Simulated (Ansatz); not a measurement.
# TaAgS3 (model cell, started as cubic perovskite with Ta in the octahedra): a soft mode frozen in, part 2 of 3

Aim: this structure of TaAgS3 (model cell, started as cubic perovskite with Ta in the octahedra) is to be tested for unstable modes, and one is followed downhill.

Ansatz 0.2.0; DFT PBE, scalar-relativistic, plane waves, PAW; PAW set soft_1.

So far, highest frequency on the path or at a solved wavevector (cm⁻¹): step 2 (the dispersion) 502. Also lowest frequency on the path (cm⁻¹): step 2 -181.

The structure was built from a prototype and need not be the compound's stable phase.

### 4. The mode frozen in, largest atomic shift 0.6 Å

The atoms are moved along the unstable eigenvector, the largest shift by 0.6 Å, with the cell fixed.

Input file input.yaml:

```yaml
crystal:
  lattice:
    - [4.8114923399, 4.8114923399, 0.0]
    - [4.8114923399, 0.0, 4.8114923399]
    - [4.8114923399, 0.0, -4.8114923399]
  atoms:
    - { symbol: Ag, position: [0.0, 0.5, 0.5] }
    - { symbol: Ag, position: [0.0, 0.0, 0.0] }
    - { symbol: Ta, position: [0.5, 0.25, 0.75] }
    - { symbol: Ta, position: [0.5, 0.75, 0.25] }
    - { symbol: S, position: [0.4118227696, 0.0881772304, 1.0881772304] }
    - { symbol: S, position: [0.5881772304, 0.4118227696, 0.4118227696] }
    - { symbol: S, position: [0.0, -0.0440886152, 0.5440886152] }
    - { symbol: S, position: [0.0, 0.5440886152, 0.9559113848] }
    - { symbol: S, position: [0.5, 0.5440886152, 0.9559113848] }
    - { symbol: S, position: [0.5, -0.0440886152, 0.5440886152] }
kpoints:
  mp_grid: { grid: [8, 8, 8] }
hamiltonian:
  xc: pbe
  pseudopotentials: { kind: paw, azcp: { folder: soft_1 } }
scf:
  occupations: { method: methfessel_paxton, width: 0.2 }
output:
  forces: true
  stress: true
  eigenvalues: true
```

Run with:

```console
ansatz run input.yaml --threads 4 --pin off --max-ram 16384MiB --backend cpu --events-out ev --progress --plain --runs-dir out
```

Numbers of over 12 decimals in the logs are rounded to 6 here.

What it wrote:

```text
[...]
Crystal: 10 atoms, lattice volume = 222.777 Å³
Basis set: ecut = 420 eV, 4285 PW (Γ), exchange–correlation on 96×96×96 points (8 copies of the dense FFT grid, shifted against one another)
Bands: 60, of which v1, the nominal top of the filled ones, is band 50 counted from 1 (49 counted from 0)
Symmetry: 8 space group operations
[...]
k-points: 95 of 512
[...]
k-point 0: bands = [... 46 lower, 7.3701, 7.4175, 7.5451, 7.6490, 7.7227, 7.7494, 8.3363, 9.2276, ... 6 higher]
  k-point 1: bands = [... 46 lower, 7.1166, 7.1573, 7.7186, 7.8006, 7.8502, 8.0651, 8.3686, 9.3957, ... 6 higher]
  k-point 2: bands = [... 46 lower, 7.0055, 7.0734, 7.6444, 7.8520, 8.1507, 8.3990, 8.6508, 9.5790, ... 6 higher]
  k-point 94: bands = [... 46 lower, 6.5258, 6.5258, 7.1546, 7.1546, 9.0588, 9.0588, 9.4996, 9.4996, ... 6 higher]
[key lines of the parts left out:]
SCF converged after 10 iterations
Free energy (F): -40464.003830 eV
Fermi energy:    7.911560 eV
P = ⅓ Tr σ = -4.3822 GPa (-43.822 kbar)
```

The job ended after 20 s (4 threads of Arm Neoverse V1, shared host; peak memory 1.2 GiB; 79 s of CPU time).

Numbers from this step:

| Property | Result |
| --- | --- |
| pressure | -4.382 GPa |
| energy from the undistorted cell | -144.7 meV/atom |

The energy, extrapolated to zero smearing, is -144.72 meV/atom against the undistorted cell.

The run ends at a pressure of -4.38 GPa, with forces up to 0.70 eV/Å.

### 5. Energy along the mode, all amplitudes (two of the runs are shown above)

An imaginary frequency means negative curvature, so the energy should fall and then rise again as anharmonic terms take over.

This step gave:

| Quantity | Value |
| --- | --- |
| depth at the lowest point sampled | 144.7 meV/atom |
| largest atomic shift at that point | 0.6 Å |

The energy from the parent by largest atomic shift:

| largest atomic shift (Å) | energy from the parent (meV/atom) |
| --- | --- |
| 0.000 | 0 |
| 0.040 | -1.05 |
| 0.080 | -4.15 |
| 0.140 | -12.4 |
| 0.220 | -29.0 |
| 0.320 | -56.7 |
| 0.450 | -98.5 |
| 0.600 | -145 |

Displacement at unit largest shift by atom:

| atom | x (Å) | y (Å) | z (Å) | size |
| --- | --- | --- | --- | --- |
| Ag1 | 0.000 | 0.000 | 0.000 | 0.000 |
| Ag2 | 0.000 | 0.000 | 0.000 | 0.000 |
| Ta3 | 0.000 | 0.000 | 0.000 | 0.000 |
| Ta4 | 0.000 | 0.000 | 0.000 | 0.000 |
| S5 | 0.707 | -0.707 | 0.000 | 1.000 |
| S6 | -0.707 | 0.707 | 0.000 | 1.000 |
| S7 | 0.000 | 0.000 | -0.707 | 0.707 |
| S8 | 0.000 | 0.000 | 0.707 | 0.707 |
| S9 | 0.000 | 0.000 | 0.707 | 0.707 |
| S10 | 0.000 | 0.000 | -0.707 | 0.707 |

The lowest of the steps tried is the last one, at 0.6 Å, 145 meV/atom below the parent; the bottom of the well need not coincide with a step.

### 6. Relaxation from the frozen mode

Starting from the lowest point found, all atoms and the cell are let go, so that strain and other modes of the same symmetry can join in.

Edit input.yaml of step 4 so:

```diff
@@ -27 +27,6 @@
   eigenvalues: true
+relax:
+  adjacent_minimum: "off"
+  f_tol: 0.002
+  max_steps: 120
+  cell: { stress_tol: 0.03 }
```

What it wrote:

```text
[...]
Crystal: 10 atoms, lattice volume = 222.777 Å³
Basis set: ecut = 420 eV, 4285 PW (Γ), exchange–correlation on 96×96×96 points (8 copies of the dense FFT grid, shifted against one another)
Bands: 60, of which v1, the nominal top of the filled ones, is band 50 counted from 1 (49 counted from 0)
Symmetry: 8 space group operations
[...]
k-points: 95 of 512
[...]
SCF iter   1: F=—  HF=-40464.446689 eV  |F-HF|=—  |Δ(HF+E_count)|=         —  Δρ=2.70e-2  dr2=1.69e0  ethr=3.10e-3  ⟨swp⟩=7.0  Hψ=22207  notcnv=0
[...]
SCF iter  10: F=-40464.003830 eV  HF=-40464.003830 eV  |F-HF|=3.97e-9  |Δ(HF+E_count)|=   7.96e-9  S|Δr|=    0.00e0  Δρ=1.36e-6  dr2=5.94e-9  ethr=1.00e-10  ⟨swp⟩=12.0  Hψ=23707  notcnv=0
SCF 1 converged in 10 iterations: F = -40464.003830 eV  dr2 = 5.94e-9
[...]
relax step   1: F+E_penalty+E_count = -40464.00383003 eV  Δ(F+E_penalty+E_count) = +0.000e0 eV  max|allowed force component| = 4.968e-1 eV/Å  Δτ_max = 0.0000 Å  P = -4.382 GPa  Ω = 222.777 Å³  (10 SCF iters, dr2 threshold 1.00e-7 eV, accepted)
Crystal: 10 atoms, lattice volume = 205.699 Å³
Basis set: ecut = 420 eV, 3991 PW (Γ), exchange–correlation on 96×96×96 points (8 copies of the dense FFT grid, shifted against one another)
[...]
SCF iter   7: F=-40464.910402 eV  HF=-40464.910402 eV  |F-HF|=8.34e-8  |Δ(HF+E_count)|=   1.91e-6  S|Δr|=    0.00e0  Δρ=8.70e-6  dr2=3.92e-7  ethr=1.00e-9  ⟨swp⟩=7.5  Hψ=25191  notcnv=0
SCF 2 converged in 7 iterations: F = -40464.910402 eV  dr2 = 3.92e-7
relax step   2: F+E_penalty+E_count = -40464.91040176 eV  Δ(F+E_penalty+E_count) = -9.066e-1 eV  max|allowed force component| = 4.370e-1 eV/Å  Δτ_max = 0.1918 Å  P = -0.232 GPa  Ω = 205.699 Å³  energy of the carried Pulay correction = +3.340e-3 eV  (7 SCF iters, dr2 threshold 1.00e-6 eV, accepted)
Crystal: 10 atoms, lattice volume = 197.399 Å³
Basis set: ecut = 420 eV, 3863 PW (Γ), exchange–correlation on 96×96×96 points (8 copies of the dense FFT grid, shifted against one another)
[...]
SCF iter   7: F=-40465.282781 eV  HF=-40465.282780 eV  |F-HF|=9.99e-8  |Δ(HF+E_count)|=   9.93e-7  S|Δr|=    0.00e0  Δρ=9.30e-6  dr2=3.19e-7  ethr=1.00e-9  ⟨swp⟩=8.5  Hψ=25629  notcnv=0
SCF 3 converged in 7 iterations: F = -40465.282781 eV  dr2 = 3.19e-7
relax step   3: F+E_penalty+E_count = -40465.28278054 eV  Δ(F+E_penalty+E_count) = -3.724e-1 eV  max|allowed force component| = 2.046e-1 eV/Å  Δτ_max = 0.1979 Å  P = +1.471 GPa  Ω = 197.399 Å³  energy of the carried Pulay correction = +5.061e-3 eV  (7 SCF iters, dr2 threshold 1.00e-6 eV, accepted)
[...]
relax step   4: F+E_penalty+E_count = -40465.37059698 eV  Δ(F+E_penalty+E_count) = -8.782e-2 eV  max|allowed force component| = 1.364e-1 eV/Å  Δτ_max = 0.1536 Å  P = +0.331 GPa  Ω = 199.200 Å³  energy of the carried Pulay correction = +4.682e-3 eV  (7 SCF iters, dr2 threshold 1.00e-6 eV, accepted)
[...]
relax step   5: F+E_penalty+E_count = -40465.38079468 eV  Δ(F+E_penalty+E_count) = -1.020e-2 eV  max|allowed force component| = 6.094e-2 eV/Å  Δτ_max = 0.0857 Å  P = +0.186 GPa  Ω = 199.312 Å³  energy of the carried Pulay correction = +4.659e-3 eV  (7 SCF iters, dr2 threshold 1.00e-6 eV, accepted)
[...]
relax step   6: F+E_penalty+E_count = -40465.38414774 eV  Δ(F+E_penalty+E_count) = -3.353e-3 eV  max|allowed force component| = 6.285e-3 eV/Å  Δτ_max = 0.0242 Å  P = -0.006 GPa  Ω = 199.714 Å³  energy of the carried Pulay correction = +4.575e-3 eV  (6 SCF iters, dr2 threshold 3.22e-7 eV, accepted)
[...]
relax step   7: F+E_penalty+E_count = -40465.38416545 eV  Δ(F+E_penalty+E_count) = -1.771e-5 eV  max|allowed force component| = 4.486e-3 eV/Å  Δτ_max = 0.0022 Å  P = -0.013 GPa  Ω = 199.680 Å³  energy of the carried Pulay correction = +4.581e-3 eV  (6 SCF iters, dr2 threshold 2.47e-9 eV, accepted)
[...]
relax step   8: F+E_penalty+E_count = -40465.38417888 eV  Δ(F+E_penalty+E_count) = -1.343e-5 eV  max|allowed force component| = 1.222e-4 eV/Å  Δτ_max = 0.0011 Å  P = -0.000 GPa  Ω = 199.678 Å³  energy of the carried Pulay correction = +4.582e-3 eV  (6 SCF iters, dr2 threshold 1.26e-9 eV, accepted)
Basis set: ecut = 420 eV, 3875 PW (Γ), exchange–correlation on 96×90×90 points (8 copies of the dense FFT grid, shifted against one another)
[...]
SCF iter   7: F=-40465.380402 eV  HF=-40465.380402 eV  |F-HF|=1.46e-11  |Δ(HF+E_count)|=    0.00e0  S|Δr|=    0.00e0  Δρ=3.10e-8  dr2=3.83e-12  ethr=1.00e-12  ⟨swp⟩=5.0  Hψ=20277  notcnv=0
SCF 9 converged in 7 iterations: F = -40465.380402 eV  dr2 = 3.83e-12
relax step   9: F+E_penalty+E_count = -40465.38040193 eV  Δ(F+E_penalty+E_count) = +3.777e-3 eV  max|allowed force component| = 4.334e-4 eV/Å  Δτ_max = 0.0000 Å  P = -0.004 GPa  Ω = 199.678 Å³  stress off target by 1.04e-2 GPa  SCF on the basis re-selected at this cell (its energy is not comparable with the rows above)  (7 SCF iters)
basis re-selected at this cell: Δ(F+E_penalty+E_count) = +3.777e-3 eV, ΔP = -0.003 GPa vs the last step (what re-selecting the basis moved, of the pressure what is left beyond the Pulay correction that the steps carried, after the strain that the cell walked since its last selection, with what the two solves' SCF thresholds leave and, on support functions, any second-order correction that the steps lacked; it is no measure of the basis error at this ecutwfc). The dense FFT grid was sized anew with the basis: this SCF ran on 48×45×45 points, the steps before it on 48×48×48, so part of this shift can come from that change (see relax.cell in the input reference). [rest of the remark cut]
SCF converged after 7 iterations
[...]
Free energy (F): -40465.380402 eV
[...]
Internal energy: -40465.385299 eV  (E = F + TS)
E sigma→0 (E₀):  -40465.381626 eV
Entropy (-TS):   0.004897 eV (0.490 meV/atom)
Fermi energy:    9.651786 eV
[...]
--- Forces (eV/Å), atoms counted from 1 ---
  atom   1  Ag     0.00043343    -0.00043343     0.00000000
  atom   2  Ag    -0.00043343     0.00043343    -0.00000000
  atom   3  Ta     0.00000000     0.00000000     0.00000000
  atom   4  Ta     0.00000000     0.00000000    -0.00000000
  atom   5  S     -0.00026159     0.00026159    -0.00000000
  atom   6  S      0.00026159    -0.00026159     0.00000000
  atom   7  S      0.00000000     0.00000000     0.00008670
  atom   8  S      0.00000000     0.00000000    -0.00008670
  atom   9  S     -0.00000000     0.00000000    -0.00008670
  atom  10  S      0.00000000     0.00000000     0.00008670
  max |Σ_I F_I| component: 1.73e-18 eV/Å
--- Stress (GPa, compression-positive) ---
       -0.002804       0.007642      -0.000000
        0.007642      -0.002804      -0.000000
       -0.000000       0.000000      -0.005885
  P = ⅓ Tr σ = -0.0038 GPa (-0.038 kbar)
--- Band table (eV; the first three rows and the last of 95) ---
  k-point 0: bands = [... 46 lower, 9.1693, 9.2749, 9.2880, 9.3502, 9.3886, 9.6560, 10.6281, 10.6970, ... 6 higher]
  k-point 1: bands = [... 46 lower, 8.7985, 9.0002, 9.1427, 9.5797, 9.6341, 9.9277, 10.5789, 10.8855, ... 6 higher]
  k-point 2: bands = [... 46 lower, 8.5849, 8.6286, 9.1778, 9.7755, 9.8675, 10.1726, 10.5994, 11.2032, ... 6 higher]
  k-point 94: bands = [... 46 lower, 8.3845, 8.3845, 8.9095, 8.9095, 10.3667, 10.3667, 11.0275, 11.0275, ... 6 higher]
--- Relaxed structure (8 steps of the walk, 8 accepted, 1 SCFs on fresh bases) ---
  F+E_penalty+E_count = -40465.38040193 eV   max|allowed force component| = 4.334e-4 eV/Å   (the final SCF, on the basis selected at the relaxed cell)
  cell:  # Å, volume = 199.6776 Å³
    - [5.013167, 5.013167, 0.0]
    - [4.685448, 0.327719, 4.570113]
    - [4.685448, 0.327719, -4.570113]
  atoms:
    - { symbol: Ag, position: [-0.063696, 0.563696, 0.563696] }
    - { symbol: Ag, position: [0.063696, -0.063696, -0.063696] }
    - { symbol: Ta, position: [0.5, 0.25, 0.75] }
    - { symbol: Ta, position: [0.5, 0.75, 0.25] }
    - { symbol: S, position: [0.345267, 0.154733, 1.154733] }
    - { symbol: S, position: [0.654733, 0.345267, 0.345267] }
    - { symbol: S, position: [6.938893903907228e-18, -0.071720, 0.571720] }
    - { symbol: S, position: [1.3877787807814457e-17, 0.571720, 0.928280] }
    - { symbol: S, position: [0.5, 0.571720, 0.928280] }
    - { symbol: S, position: [0.500000, -0.071720, 0.571720] }
```

The job ended after 3.1 min (4 threads; peak memory 1.2 GiB).

Step by step:

| step | energy less that of the first step (eV) | largest force component (eV/Å) | pressure (GPa) | volume (Å³) |
| --- | --- | --- | --- | --- |
| 1 | 0.0000 | 0.4968 | -4.38 | 222.78 |
| 2 | -0.9066 | 0.4370 | -0.23 | 205.70 |
| 3 | -1.2790 | 0.2046 | 1.47 | 197.40 |
| 4 | -1.3668 | 0.1364 | 0.33 | 199.20 |
| 5 | -1.3770 | 0.0609 | 0.19 | 199.31 |
| 6 | -1.3803 | 0.0063 | -0.01 | 199.71 |
| 7 | -1.3803 | 0.0045 | -0.01 | 199.68 |
| 8 | -1.3803 | 0.0001 | 0.00 | 199.68 |
| 9* | -1.3766 | 0.0004 | 0.00 | 199.68 |

Relaxation steps marked * repeat the geometry before them on a plane-wave basis chosen anew for their cell, so energy and pressure can jump there.

Forces are held to the 8 operations that the run works with; a distortion that breaks them can't arise in this run.

| conventional cell, symmetrised | before | after | change |
| --- | --- | --- | --- |
| a (Å) | 6.804 | 7.090 | +4.2 % |
| b (Å) | 9.623 | 9.140 | -5.0 % |
| c (Å) | 6.804 | 6.163 | -9.4 % |
| volume (Å³/atom) | 22.28 | 19.97 | -10.4 % |

The atoms that moved most (Å, as changes of fractional coordinates times the final cell):

| atom | dx | dy | dz | length |
| --- | --- | --- | --- | --- |
| S6 | -0.290 | 0.290 | 0.000 | 0.410 |
| S5 | 0.290 | -0.290 | 0.000 | 0.410 |
| Ag2 | -0.278 | 0.278 | 0.000 | 0.393 |
| Ag1 | 0.278 | -0.278 | 0.000 | 0.393 |
| S10 | 0.000 | 0.000 | -0.253 | 0.253 |
| S8 | 0.000 | 0.000 | 0.253 | 0.253 |
| S7 | 0.000 | 0.000 | -0.253 | 0.253 |
| S9 | 0.000 | 0.000 | 0.253 | 0.253 |

The relaxed structure:

```cif
data_structure
_symmetry_space_group_name_H-M 'P 1'
_symmetry_Int_Tables_number 1
_cell_length_a 7.0897
_cell_length_b 6.5534
_cell_length_c 6.5534
_cell_angle_alpha 88.432
_cell_angle_beta 57.254
_cell_angle_gamma 57.254
_cell_volume 199.68
loop_
_atom_site_label
_atom_site_type_symbol
_atom_site_fract_x
_atom_site_fract_y
_atom_site_fract_z
_atom_site_occupancy
Ag1 Ag 0.93630 0.56370 0.56370 1
Ag2 Ag 0.06370 0.93630 0.93630 1
Ta3 Ta 0.50000 0.25000 0.75000 1
Ta4 Ta 0.50000 0.75000 0.25000 1
S5 S 0.34527 0.15473 0.15473 1
S6 S 0.65473 0.34527 0.34527 1
S7 S 0.00000 0.92828 0.57172 1
S8 S 0.00000 0.57172 0.92828 1
S9 S 0.50000 0.57172 0.92828 1
S10 S 0.50000 0.92828 0.57172 1
```

This step gave:

```
pressure        : -0.003831 GPa
volume per atom : 19.97 Å³
```

The distorted start has space group Imma; the relaxation ends in Imma.

### 7. The new phase in its own primitive cell

The relaxed structure is symmetrised, reduced to its primitive cell and relaxed tightly, as its phonons need.

input.yaml, the sections that differ from step 6:

```yaml
crystal:
  lattice:
    - [-3.5448445415, 4.5701131508, 3.081379846]
    - [3.5448445415, -4.5701131508, 3.081379846]
    - [3.5448445415, 4.5701131508, -3.081379846]
  atoms:
    - { symbol: Ag, position: [0.3136960533, 0.0636960533, 0.25] }
    - { symbol: Ag, position: [0.6863039467, 0.9363039467, 0.75] }
    - { symbol: Ta, position: [0.5, 0.5, 0.0] }
    - { symbol: Ta, position: [0.0, 0.5, 0.5] }
    - { symbol: S, position: [0.9047325385, 0.6547325385, 0.25] }
    - { symbol: S, position: [0.0952674615, 0.3452674615, 0.75] }
    - { symbol: S, position: [0.3217199194, 0.0, 0.8217199194] }
    - { symbol: S, position: [0.6782800806, 0.0, 0.1782800806] }
    - { symbol: S, position: [0.6782800806, 0.5, 0.6782800806] }
    - { symbol: S, position: [0.3217199194, 0.5, 0.3217199194] }
relax:
  adjacent_minimum: "off"
  f_tol: 0.001
  max_steps: 60
  cell: { stress_tol: 0.01 }
# kpoints, hamiltonian, scf, output: as in step 6
```

What it wrote:

```text
[...]
Crystal: 10 atoms, lattice volume = 199.678 Å³
Basis set: ecut = 420 eV, 3875 PW (Γ), exchange–correlation on 90×90×90 points (8 copies of the dense FFT grid, shifted against one another)
Bands: 60, of which v1, the nominal top of the filled ones, is band 50 counted from 1 (49 counted from 0)
Symmetry: 8 space group operations
[...]
k-points: 95 of 512
[...]
- { symbol: Ta, position: [0.5, 0.5, 0] }
    - { symbol: Ta, position: [0, 0.5, 0.5] }
    - { symbol: S, position: [0.904737, 0.654737, 0.250000] }
    - { symbol: S, position: [0.095263, 0.345263, 0.75] }
    - { symbol: S, position: [0.321710, -5.551115123125783e-17, 0.821710] }
    - { symbol: S, position: [0.678290, -2.7755575615628914e-17, 0.178290] }
    - { symbol: S, position: [0.678290, 0.5, 0.678290] }
    - { symbol: S, position: [0.321710, 0.5, 0.321710] }
[key lines of the parts left out:]
SCF converged after 6 iterations
Free energy (F): -40465.380405 eV
Fermi energy:    9.652583 eV
P = ⅓ Tr σ = 0.0003 GPa (0.003 kbar)
```

Wall time 58 s (4 threads); peak memory 1.1 GiB; 3.8 min of CPU time.

Little changed from the start: no atom moved by 0.005 Å and no cell edge by 0.1 %.

This step gave:

| Quantity | Value |
| --- | --- |
| pressure | 2.52e-4 GPa |

The largest force component left is 0.76 meV/Å and the pressure is 0.000 GPa, within the tolerances set. The cell now holds 19.97 Å³/atom.

(Continued in part 3 of 3.)

[Logs are printed without paths, hosts, clocks, repeated set-up lines and the standing remarks that a program may print on its own settings, such as how far it seeks lower states.]

[Hosts, paths, dates, database ids (printed as entryN), source tags and the programs' standing remarks are cut or masked in the printed files.]
